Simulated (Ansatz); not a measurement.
# Lattice dynamics of KVSe3 (model cell, started as cubic perovskite with V in the octahedra)

Task: relax KVSe3 (model cell, started as cubic perovskite with V in the octahedra), then find its harmonic phonons.

Main program and level: Ansatz 0.2.0; DFT PBEsol, scalar-relativistic, plane waves, PAW; PAW set soft_1.

The structure was built from a prototype and need not be the compound's stable phase.

## 1. Starting point

The structure is cubic, space group Pm-3m (No. 221). Conventional cell: a = 4.939 Å, b = 4.939 Å, c = 4.939 Å, α = 90.00°, β = 90.00°, γ = 90.00°. Nearest to K lie 12 Se at 3.49 Å. Nearest to V lie 6 Se at 2.47 Å. Nearest to Se lie 2 V at 2.47 Å and 4 K at 3.49 Å. Farther neighbours and most contacts between anions are not listed.

## 2. Relaxation

The cell and atoms are relaxed, since residual forces and stress would shift the frequencies.

Contents of input.yaml:

```yaml
crystal:
  lattice:
    - [4.9392, 0.0, 0.0]
    - [0.0, 4.9392, 0.0]
    - [0.0, 0.0, 4.9392]
  atoms:
    - { symbol: K, position: [0.0, 0.0, 0.0] }
    - { symbol: V, position: [0.5, 0.5, 0.5] }
    - { symbol: Se, position: [0.5, 0.5, 0.0] }
    - { symbol: Se, position: [0.5, 0.0, 0.5] }
    - { symbol: Se, position: [0.0, 0.5, 0.5] }
kpoints:
  mp_grid: { grid: [8, 8, 8] }
hamiltonian:
  xc: pbesol
  pseudopotentials: { kind: paw, azcp: { folder: soft_1 }, xc_functional: pbe }
scf:
  occupations: { method: gaussian, width: 0.1 }
output:
  forces: true
  stress: true
  eigenvalues: true
  write_density: true
  write_potential: true
  elf: true
  volumetric_format: npy
relax:
  adjacent_minimum: "off"
  f_tol: 0.005
  max_steps: 80
  cell: { stress_tol: 0.05 }
```

The run is started by

```
$ ansatz run input.yaml --threads 8 --pin off --max-ram 16384MiB --backend cpu --events-out ev --progress --plain --runs-dir out
```

Numbers of over 12 decimals in the logs are rounded to 6 here.

What it wrote:

```text
Engine: ansatz 0.2.0, aarch64-unknown-linux-gnu
Pseudopotentials: kind: paw
Pseudopotential: K, paw, valence charge 9, recommended cutoff 420 eV (normal), soft_1/K.paw.azcp
Pseudopotential: V, paw, valence charge 13, recommended cutoff 420 eV (normal), soft_1/V.paw.azcp
Pseudopotential: Se, paw, valence charge 16, recommended cutoff 420 eV (normal), soft_1/Se.paw.azcp
Functional definition: PBEsol
  exchange = pbesol_x
  correlation = pbesol_c
Crystal: 5 atoms, lattice volume = 120.495 Å³
Basis set: ecut = 420 eV, 2373 PW (Γ), exchange–correlation on 72×72×72 points (8 copies of the dense FFT grid, shifted against one another)
Bands: 42, of which v1, the nominal top of the filled ones, is band 35 counted from 1 (34 counted from 0)
Symmetry: 48 space group operations
Space group: Pm-3m (ITA 221), of the structure as read, at distance tolerance 4.9e-5 Å
k-points: 35 of 512
Non-local potential: K, projectors of the file, l = 0: 3, l = 1: 2, l = 2: 2
Non-local potential: V, projectors of the file, l = 0: 3, l = 1: 2, l = 2: 3, l = 3: 1
Non-local potential: Se, projectors of the file, l = 0: 2, l = 1: 2, l = 2: 3, l = 3: 1
PAW form: soft (Blöchl's): semilocal exchange-correlation on the pseudo side does not see the compensation charge
PAW frozen core: K, regenerated for the run's functional, and the local potential with it (the file was generated under x = pbe(κ = 0.804, μ = 0.219515), c = pbe(β = 0.066725))
PAW frozen core: V, regenerated for the run's functional, and the local potential with it (the file was generated under x = pbe(κ = 0.804, μ = 0.219515), c = pbe(β = 0.066725))
PAW frozen core: Se, regenerated for the run's functional, and the local potential with it (the file was generated under x = pbe(κ = 0.804, μ = 0.219515), c = pbe(β = 0.066725))
PAW one-centre angular grid: K, 110 points (default); XC on 64 Gauss nodes
PAW one-centre angular grid: V, 590 points (default); XC on 64 Gauss nodes
PAW one-centre angular grid: Se, 590 points (default); XC on 64 Gauss nodes
Initial density: superposition of atomic densities (chi_scale 0.1, normalization cell, long waves kept (reshape's long-wave potential 0.00 eV rms))
Initial wavefunctions: pseudopotential atomic-orbital guess
Functional: x = pbesol(κ = 0.804, μ = 0.123457), c = pbesol(β = 0.046)
SCF iter   1: F=—  HF=-20681.522176 eV  |F-HF|=—  |Δ(HF+E_count)|=         —  Δρ=2.02e-1  dr2=8.28e1  ethr=3.10e-3  ⟨swp⟩=7.5  Hψ=5518  notcnv=0
preconditioner: auto → Kerker (q_TF=auto, 2.492 Å⁻¹)  [metal: Δε(μ)=0.036 eV  Ē_g=9.109 eV  σ=0.100 eV  W_gap=0.20  n_scr=26 (ndim 8)  ℏωp=18.5 eV  f_vac=0.005  D(μ)=10.47/eV (n_scr^D=122)]
SCF iter   2: F=—  HF=-20678.169165 eV  |F-HF|=—  |Δ(HF+E_count)|=    3.35e0  Δρ=8.25e-2  dr2=1.53e1  ethr=3.10e-3  ⟨swp⟩=2.8  Hψ=2512  notcnv=0  defer=46
SCF iter   3: F=—  HF=-20677.060672 eV  |F-HF|=—  |Δ(HF+E_count)|=    1.11e0  Δρ=2.14e-2  dr2=1.01e0  ethr=3.10e-3  ⟨swp⟩=2.3  Hψ=2163  notcnv=0  defer=46
SCF iter   4: F=—  HF=-20676.977867 eV  |F-HF|=—  |Δ(HF+E_count)|=   8.28e-2  Δρ=4.24e-3  dr2=3.69e-2  ethr=1.44e-3  ⟨swp⟩=2.4  Hψ=1869  notcnv=0  defer=44
SCF iter   5: F=—  HF=-20676.972417 eV  |F-HF|=—  |Δ(HF+E_count)|=   5.45e-3  Δρ=1.53e-3  dr2=6.70e-3  ethr=5.27e-5  ⟨swp⟩=2.7  Hψ=2520  notcnv=0  defer=44
SCF iter   6: F=—  HF=-20676.971824 eV  |F-HF|=—  |Δ(HF+E_count)|=   5.92e-4  Δρ=8.86e-4  dr2=2.10e-3  ethr=9.56e-6  ⟨swp⟩=2.0  Hψ=2594  notcnv=0  defer=44
SCF iter   7: F=—  HF=-20676.971083 eV  |F-HF|=—  |Δ(HF+E_count)|=   7.41e-4  Δρ=4.94e-4  dr2=5.52e-4  ethr=3.00e-6  ⟨swp⟩=2.2  Hψ=2551  notcnv=0  defer=44
SCF iter   8: F=—  HF=-20676.971071 eV  |F-HF|=—  |Δ(HF+E_count)|=   1.17e-5  Δρ=1.89e-4  dr2=8.82e-5  ethr=7.88e-7  ⟨swp⟩=1.0  Hψ=1427  notcnv=0  defer=44
SCF iter   9: F=—  HF=-20676.971090 eV  |F-HF|=—  |Δ(HF+E_count)|=   1.89e-5  Δρ=2.41e-5  dr2=1.91e-6  ethr=1.26e-7  ⟨swp⟩=2.3  Hψ=2286  notcnv=0  defer=44
SCF iter  10: F=—  HF=-20676.971090 eV  |F-HF|=—  |Δ(HF+E_count)|=   2.23e-7  Δρ=2.28e-5  dr2=8.88e-7  ethr=2.72e-9  ⟨swp⟩=2.3  Hψ=2652  notcnv=0  defer=44
SCF iter  11: F=-20676.971090 eV  HF=-20676.971090 eV  |F-HF|=3.53e-8  |Δ(HF+E_count)|=   5.42e-8  Δρ=4.34e-6  dr2=5.31e-8  ethr=1.43e-10  ⟨swp⟩=11.5  Hψ=10479  notcnv=0
SCF 1 converged in 11 iterations: F = -20676.971090 eV  dr2 = 5.31e-8
  greatest PAW one-centre occupation: 1.000 electrons in one spin orbital (limit 2), on the Se atom at site 3 (counted from 0), in its partial waves of l = 2
relax step   1: F+E_penalty+E_count = -20676.97109043 eV  Δ(F+E_penalty+E_count) = +0.000e0 eV  max|allowed force component| = 5.330e-29 eV/Å  Δτ_max = 0.0000 Å  P = -2.841 GPa  Ω = 120.495 Å³  (11 SCF iters, dr2 threshold 1.00e-7 eV, accepted)
Crystal: 5 atoms, lattice volume = 115.039 Å³
Basis set: ecut = 420 eV, 2301 PW (Γ), exchange–correlation on 72×72×72 points (8 copies of the dense FFT grid, shifted against one another)
Initial density: handed on by an earlier stage of this run
Initial wavefunctions: those handed on with the density
iter 1 solved again at ethr=2.91e-4 eV; its pass at ethr=3.10e-3 eV (dr2=2.03e-1 eV) is discarded
SCF iter   1: F=—  HF=-20677.040781 eV  |F-HF|=—  |Δ(HF+E_count)|=         —  Δρ=9.67e-3  dr2=2.04e-1  ethr=2.91e-4  ⟨swp⟩=1.0  Hψ=7427  notcnv=0
preconditioner: auto → LDOS  [metal: Δε(μ)=0.066 eV  Ē_g=9.256 eV  σ=0.100 eV  W_gap=0.36  n_scr=26 (ndim 8)  ℏωp=19.0 eV  f_vac=0.029  D(μ)=2.04/eV (n_scr^D=6)  β→1.0]
SCF iter   2: F=—  HF=-20677.065997 eV  |F-HF|=—  |Δ(HF+E_count)|=   2.52e-2  Δρ=1.84e-2  dr2=6.57e-1  ethr=2.91e-4  ⟨swp⟩=2.0  Hψ=2008  notcnv=0  recentre
SCF iter   3: F=—  HF=-20677.026694 eV  |F-HF|=—  |Δ(HF+E_count)|=   3.93e-2  Δρ=3.28e-3  dr2=2.28e-2  ethr=2.91e-4  ⟨swp⟩=2.0  Hψ=1819  notcnv=0  defer=4
SCF iter   4: F=—  HF=-20677.025045 eV  |F-HF|=—  |Δ(HF+E_count)|=   1.65e-3  Δρ=1.72e-4  dr2=4.64e-5  ethr=3.26e-5  ⟨swp⟩=1.3  Hψ=1558  notcnv=0  defer=4
SCF iter   5: F=—  HF=-20677.025034 eV  |F-HF|=—  |Δ(HF+E_count)|=   1.07e-5  Δρ=3.29e-5  dr2=1.33e-6  ethr=6.63e-8  ⟨swp⟩=2.0  Hψ=2588  notcnv=0  defer=4
SCF iter   6: F=—  HF=-20677.025034 eV  |F-HF|=—  |Δ(HF+E_count)|=   4.21e-7  Δρ=2.01e-5  dr2=6.31e-7  ethr=7.14e-10  ⟨swp⟩=11.0  Hψ=12796  notcnv=0
SCF iter   7: F=-20677.025034 eV  HF=-20677.025034 eV  |F-HF|=3.24e-8  |Δ(HF+E_count)|=   1.04e-8  Δρ=4.40e-6  dr2=4.02e-8  ethr=7.14e-10  ⟨swp⟩=7.1  Hψ=8092  notcnv=0
SCF 2 converged in 7 iterations: F = -20677.025034 eV  dr2 = 4.02e-8
relax step   2: F+E_penalty+E_count = -20677.02503397 eV  Δ(F+E_penalty+E_count) = -5.394e-2 eV  max|allowed force component| = 7.218e-30 eV/Å  Δτ_max = 0.0000 Å  P = -0.157 GPa  Ω = 115.039 Å³  energy of the carried Pulay correction = +9.122e-4 eV  (7 SCF iters, dr2 threshold 5.00e-7 eV, accepted)
Crystal: 5 atoms, lattice volume = 114.735 Å³
Basis set: ecut = 420 eV, 2205 PW (Γ), exchange–correlation on 72×72×72 points (8 copies of the dense FFT grid, shifted against one another)
iter 1 solved again at ethr=1.14e-6 eV; its pass at ethr=3.10e-3 eV (dr2=8.01e-4 eV) is discarded
SCF iter   1: F=—  HF=-20677.025278 eV  |F-HF|=—  |Δ(HF+E_count)|=         —  Δρ=6.03e-4  dr2=7.83e-4  ethr=1.14e-6  ⟨swp⟩=2.0  Hψ=5479  notcnv=0
preconditioner: auto → LDOS  [metal: Δε(μ)=0.086 eV  Ē_g=9.304 eV  σ=0.100 eV  W_gap=0.45  n_scr=26 (ndim 8)  ℏωp=19.0 eV  f_vac=0.029  D(μ)=2.80/eV (n_scr^D=18)  β→1.0]
SCF iter   2: F=—  HF=-20677.025268 eV  |F-HF|=—  |Δ(HF+E_count)|=   1.03e-5  Δρ=5.96e-4  dr2=6.60e-4  ethr=1.12e-6  ⟨swp⟩=1.4  Hψ=1524  notcnv=0
SCF iter   3: F=—  HF=-20677.025222 eV  |F-HF|=—  |Δ(HF+E_count)|=   4.56e-5  Δρ=6.07e-5  dr2=5.86e-6  ethr=9.42e-7  ⟨swp⟩=1.4  Hψ=1495  notcnv=0
SCF iter   4: F=—  HF=-20677.025222 eV  |F-HF|=—  |Δ(HF+E_count)|=   6.42e-7  Δρ=4.90e-6  dr2=2.04e-8  ethr=8.81e-11  ⟨swp⟩=6.6  Hψ=8635  notcnv=0
SCF iter   5: F=-20677.025222 eV  HF=-20677.025222 eV  |F-HF|=2.26e-9  |Δ(HF+E_count)|=   8.54e-9  Δρ=1.11e-6  dr2=2.40e-9  ethr=2.92e-11  ⟨swp⟩=4.2  Hψ=8015  notcnv=0
SCF 3 converged in 5 iterations: F = -20677.025222 eV  dr2 = 2.40e-9
relax step   3: F+E_penalty+E_count = -20677.02522181 eV  Δ(F+E_penalty+E_count) = -1.878e-4 eV  max|allowed force component| = 1.515e-29 eV/Å  Δτ_max = 0.0000 Å  P = +0.014 GPa  Ω = 114.735 Å³  energy of the carried Pulay correction = +9.643e-4 eV  (5 SCF iters, dr2 threshold 6.17e-8 eV, accepted)
Initial wavefunctions: pseudopotential atomic-orbital guess (no wavefunctions were taken with the density)
iter 1 solved again at ethr=2.08e-7 eV; its pass at ethr=3.10e-3 eV (dr2=1.46e-4 eV) is discarded
SCF iter   1: F=—  HF=-20677.024272 eV  |F-HF|=—  |Δ(HF+E_count)|=         —  Δρ=3.63e-5  dr2=2.06e-7  ethr=2.08e-7  ⟨swp⟩=3.0  Hψ=8575  notcnv=0
preconditioner: auto → LDOS  [metal: Δε(μ)=0.086 eV  Ē_g=9.307 eV  σ=0.100 eV  W_gap=0.45  n_scr=26 (ndim 8)  ℏωp=19.0 eV  f_vac=0.027  D(μ)=2.89/eV (n_scr^D=18)  β→1.0]
SCF iter   2: F=—  HF=-20677.024279 eV  |F-HF|=—  |Δ(HF+E_count)|=   7.30e-6  Δρ=5.88e-5  dr2=5.79e-6  ethr=2.94e-10  ⟨swp⟩=2.1  Hψ=2720  notcnv=0
SCF iter   3: F=—  HF=-20677.024278 eV  |F-HF|=—  |Δ(HF+E_count)|=   5.11e-7  Δρ=4.90e-6  dr2=1.93e-8  ethr=2.94e-10  ⟨swp⟩=2.1  Hψ=2708  notcnv=0
SCF iter   4: F=—  HF=-20677.024278 eV  |F-HF|=—  |Δ(HF+E_count)|=   1.68e-9  Δρ=3.20e-6  dr2=1.56e-8  ethr=2.75e-11  ⟨swp⟩=2.0  Hψ=2676  notcnv=0
SCF iter   5: F=—  HF=-20677.024278 eV  |F-HF|=—  |Δ(HF+E_count)|=   1.49e-9  Δρ=7.83e-7  dr2=6.40e-10  ethr=2.23e-11  ⟨swp⟩=1.3  Hψ=1486  notcnv=0
SCF iter   6: F=-20677.024278 eV  HF=-20677.024278 eV  |F-HF|=2.91e-11  |Δ(HF+E_count)|=  1.02e-10  Δρ=1.72e-7  dr2=3.72e-11  ethr=1.00e-12  ⟨swp⟩=4.4  Hψ=7770  notcnv=0
SCF 4 converged in 6 iterations: F = -20677.024278 eV  dr2 = 3.72e-11
relax step   4: F+E_penalty+E_count = -20677.02427834 eV  Δ(F+E_penalty+E_count) = +9.435e-4 eV  max|allowed force component| = 1.337e-29 eV/Å  Δτ_max = 0.0000 Å  P = +0.014 GPa  Ω = 114.735 Å³  stress off target by 1.41e-2 GPa  SCF on the basis re-selected at this cell (its energy is not comparable with the rows above)  (6 SCF iters)
basis re-selected at this cell: Δ(F+E_penalty+E_count) = +9.435e-4 eV, ΔP = -0.000 GPa vs the last step (what re-selecting the basis moved, of the pressure what is left beyond the Pulay correction that the steps carried, after the strain that the cell walked since its last selection, with what the two solves' SCF thresholds leave and, on support functions, any second-order correction that the steps lacked; it is no m [...]
SCF converged after 6 iterations
Free energy (F): -20677.024278 eV
Harris-Foulkes:  -20677.024278 eV  (|F-HF|=2.91e-11)
Internal energy: -20677.009838 eV  (E = F + TS)
E sigma→0 (E₀):  -20677.017058 eV
Entropy (-TS):   -0.014440 eV (-2.888 meV/atom)
Fermi energy:    8.367965 eV
--- Per-component energies (eV) ---
  E_band       = -1468.736833
  E_kinetic    = 884.111582
  E_local      = -10347.183358  (includes V_loc(G=0)·N_el)
  E_nonlocal   = -962.194323
  E_hartree    = 5173.666215
  E_xc         = -502.021505
  E_vxc        = -580.758511  (∫ρ·V_xc dr)
  E_paw        = -8120.109742  (= ΣΔE_a)
  E_vpaw       = -810.045060  (= ΣTr[D̂ρ^β])
  E_aug_tail   = 0.000047  (compensation charges beyond the density's cutoff)
  E_ewald      = -6806.561674
  E_core_change = 3.282920  (= ΣΔE_core)
  E_smearing   = -0.014440  (= −TS)
  E_closure    = 0.000000  (closes the sum)
  Σ components = -20677.024278   (vs F -20677.024278, Δ=0.00e0)
--- Forces (eV/Å), atoms counted from 1 ---
  atom   1  K     -0.00000000     0.00000000    -0.00000000
  atom   2  V      0.00000000    -0.00000000     0.00000000
  atom   3  Se    -0.00000000     0.00000000     0.00000000
  atom   4  Se    -0.00000000    -0.00000000     0.00000000
  atom   5  Se     0.00000000     0.00000000     0.00000000
  max |Σ_I F_I| component: 2.21e-29 eV/Å
--- Stress (GPa, compression-positive) ---
        0.014101      -0.000000      -0.000000
       -0.000000       0.014101      -0.000000
       -0.000000      -0.000000       0.014101
  P = ⅓ Tr σ = 0.0141 GPa (0.141 kbar)
--- Band table (eV; the first three rows and the last of 35) ---
  k-point 0: bands = [... 31 lower, 7.2229, 7.4564, 7.4564, 7.4564, 8.2418, 8.2418, 8.2418, 8.6368, ... 3 higher]
  k-point 1: bands = [... 31 lower, 7.0895, 7.4620, 7.5116, 7.7338, 7.7338, 8.4286, 8.4286, 8.6446, ... 3 higher]
  k-point 2: bands = [... 31 lower, 6.6239, 6.8064, 7.4758, 7.8064, 7.8064, 8.6572, 8.8444, 8.8444, ... 3 higher]
  k-point 34: bands = [... 31 lower, 4.5104, 8.8890, 8.8890, 8.8890, 9.1572, 9.1572, 9.1572, 12.0050, ... 3 higher]
--- Relaxed structure (3 steps of the walk, 3 accepted, 1 SCFs on fresh bases) ---
  F+E_penalty+E_count = -20677.02427834 eV   max|allowed force component| = 1.337e-29 eV/Å   (the final SCF, on the basis selected at the relaxed cell)
  cell:  # Å, volume = 114.7354 Å³
    - [4.859212, 0, 0]
    - [0, 4.859212, 0]
    - [0, 0, 4.859212]
  atoms:
    - { symbol: K, position: [0, 0, 0] }
    - { symbol: V, position: [0.5, 0.5, 0.5] }
    - { symbol: Se, position: [0.5, 0.5, 0] }
    - { symbol: Se, position: [0.5, 0, 0.5] }
    - { symbol: Se, position: [0, 0.5, 0.5] }
```

Wall time 7.2 s (8 threads of Arm Neoverse V2, shared host); peak memory 0.66 GiB.

Relaxation path:

```tsv
step	energy less that of the first step (eV)	largest force component (eV/Å)	pressure (GPa)	volume (Å³)
1	0.0000	0.0000	-2.84	120.50
2	-0.0539	0.0000	-0.16	115.04
3	-0.0541	0.0000	0.01	114.74
4*	-0.0532	0.0000	0.01	114.74
```

Relaxation steps marked * repeat the geometry before them on a plane-wave basis chosen anew for their cell, so energy and pressure can jump there.

The run keeps the 48 symmetry operations that it works with, so distortions that break them were not tested.

```tsv
conventional cell, symmetrised	before	after	change
a (Å)	4.939	4.859	-1.6 %
b (Å)	4.939	4.859	-1.6 %
c (Å)	4.939	4.859	-1.6 %
volume (Å³/atom)	24.10	22.95	-4.8 %
```

This step gave:

```yaml
pressure: 0.01410 GPa
volume_per_atom: 22.95 Å³
gap_on_the_k_mesh: 0 eV
```

Valence density in the ac plane at fractional y = 0.500, with atoms of V and Se within 0.2 Å of it. It is the smooth field of the valence electrons, not physical close to the nuclei.

Ten steps, logarithmic in the rise over the least value, from '_' (0 e/Å³) to '@' (40 e/Å³), each cell a mean:
```
________..--##%%++::..______
________..::--==--..________
__________..::::....________
....______........________..
::::....__..::--::..__....::
##==::....--++**++::....--++
@@**::....==####**--..::==%%
%%**::....==**##++::..::--##
==--......::====--......::--
......____........______....
__________..........________
________....::::::..________
________..--****==::..______
________..==%%@@##::..______
```
Columns run along a (4.9 Å), rows up along c (4.9 Å). Atoms in or near the plane, at fractional coordinates: V at (0.50, 0.50), Se at (0.50, 0.00), Se at (0.00, 0.50).

ELF in the ac plane at fractional y = 0.500, with atoms of V and Se within 0.2 Å of it. It is the smooth field of the valence electrons, not physical close to the nuclei.

Ten even steps from '0' (0.02) to '9' (0.78), each cell a mean:
```
00279943699510
11148988997311
64225899874235
98632344432479
99951134213799
58972488724896
15972688844983
36972688834984
89961366413899
99742122212589
86324677753247
32137999996212
00269965898410
00389831599610
```
Columns run along a (4.9 Å), rows up along c (4.9 Å). Atoms in or near the plane, at fractional coordinates: V at (0.50, 0.50), Se at (0.50, 0.00), Se at (0.00, 0.50).

Electrostatic potential energy in the ac plane at fractional y = 0.500, with atoms of V and Se within 0.2 Å of it. With pseudopotentials it is smooth inside the atoms' cores, unlike the true potential.

Values in eV, 14 rows by 14 columns, each cell a mean:
```
 12  12  12  10   0  -9   6  10  -1  -8   6  11  12  12
 12  12  12  11   6  -6  -9  -7  -9  -1   9  12  12  12
 11  11  12  11   9   4  -2  -4   0   7  11  12  12  11
  5   7  10  11   9   6   2   1   4   8  10  11   9   6
 -9  -6   3   8   6  -3 -16 -19 -11   2   8   7  -1  -8
  4  -6  -6   4   0 -22 -32 -33 -31 -11   4   0  -9  -1
 13   3  -9   1  -5 -29 -33 -31 -33 -19   1  -4  -7  10
 11  -1  -8   2  -3 -27 -33 -33 -32 -16   2  -2  -9   6
 -7  -9  -1   6   4 -12 -27 -29 -22  -3   6   4  -6  -9
 -2   3   8  10   8   4  -3  -5   0   6   9   9   6   0
  9  10  11  11  10   6   2   1   4   8  11  11  11  10
 12  12  12  11   8  -1  -8  -9  -6   3  10  12  12  12
 12  12  12  10   3  -9  -1   3  -6  -6   7  11  12  12
 12  12  12   9  -2  -7  11  13   4  -9   5  11  12  12
```
Columns run along a (4.9 Å; values clipped at the 3rd and 97th percentile), rows up along c (4.9 Å). Atoms in or near the plane, at fractional coordinates: V at (0.50, 0.50), Se at (0.50, 0.00), Se at (0.00, 0.50).

In this step the volume went from 24.10 to 22.95 Å³/atom.

## 3. Relaxing to small forces for the phonons

Phonons need a cell at rest on their own settings, so the relaxation is repeated with tight tolerances on forces and stress on the k mesh and occupations of the first response run.

input.yaml, the sections that differ from step 2:

```yaml
crystal:
  lattice:
    - [4.8592117424, 0.0, 0.0]
    - [0.0, 4.8592117424, 0.0]
    - [0.0, 0.0, 4.8592117424]
  atoms:
    - { symbol: K, position: [0.0, 0.0, 0.0] }
    - { symbol: V, position: [0.5, 0.5, 0.5] }
    - { symbol: Se, position: [0.5, 0.5, 0.0] }
    - { symbol: Se, position: [0.5, 0.0, 0.5] }
    - { symbol: Se, position: [0.0, 0.5, 0.5] }
scf:
  occupations: { method: methfessel_paxton, width: 0.2 }
output:
  forces: true
  stress: true
  eigenvalues: true
relax:
  adjacent_minimum: "off"
  f_tol: 0.001
  max_steps: 60
  cell: { stress_tol: 0.01 }
# kpoints, hamiltonian: as in step 2
```

What it wrote:

```text
[...]
Crystal: 5 atoms, lattice volume = 114.735 Å³
Basis set: ecut = 420 eV, 2205 PW (Γ), exchange–correlation on 72×72×72 points (8 copies of the dense FFT grid, shifted against one another)
Bands: 42, of which v1, the nominal top of the filled ones, is band 35 counted from 1 (34 counted from 0)
Symmetry: 48 space group operations
[...]
k-points: 35 of 512
[...]
--- Relaxed structure (1 steps of the walk, 1 accepted, 1 SCFs on fresh bases) ---
[...]
cell:  # Å, volume = 114.7354 Å³
    - [4.8592117424, 0.0, 0.0]
    - [0.0, 4.8592117424, 0.0]
    - [0.0, 0.0, 4.8592117424]
  atoms:
    - { symbol: K, position: [0.0, 0.0, 0.0] }
    - { symbol: V, position: [0.5, 0.5, 0.5] }
    - { symbol: Se, position: [0.5, 0.5, 0.0] }
    - { symbol: Se, position: [0.5, 0.0, 0.5] }
    - { symbol: Se, position: [0.0, 0.5, 0.5] }
[key lines of the parts left out:]
SCF converged after 7 iterations
Free energy (F): -20677.013862 eV
Fermi energy:    8.381486 eV
P = ⅓ Tr σ = 0.0007 GPa (0.007 kbar)
```

Wall time 3.6 s (8 threads); peak memory 0.65 GiB.

Little changed from the start: no atom moved by 0.005 Å and no cell edge by 0.1 %.

This step gave:

```
pressure : 6.68e-4 GPa
```

The forces vanish by symmetry and the pressure is 0.001 GPa, within the tolerances set. The cell now holds 22.95 Å³/atom.

(Continued in part 2 of 2.)

[Logs are printed without paths, hosts, clocks, repeated set-up lines and the standing remarks that a program may print on its own settings, such as how far it seeks lower states.]

[Hosts, paths, dates, database ids (printed as entryN), source tags and the programs' standing remarks are cut or masked in the printed files.]
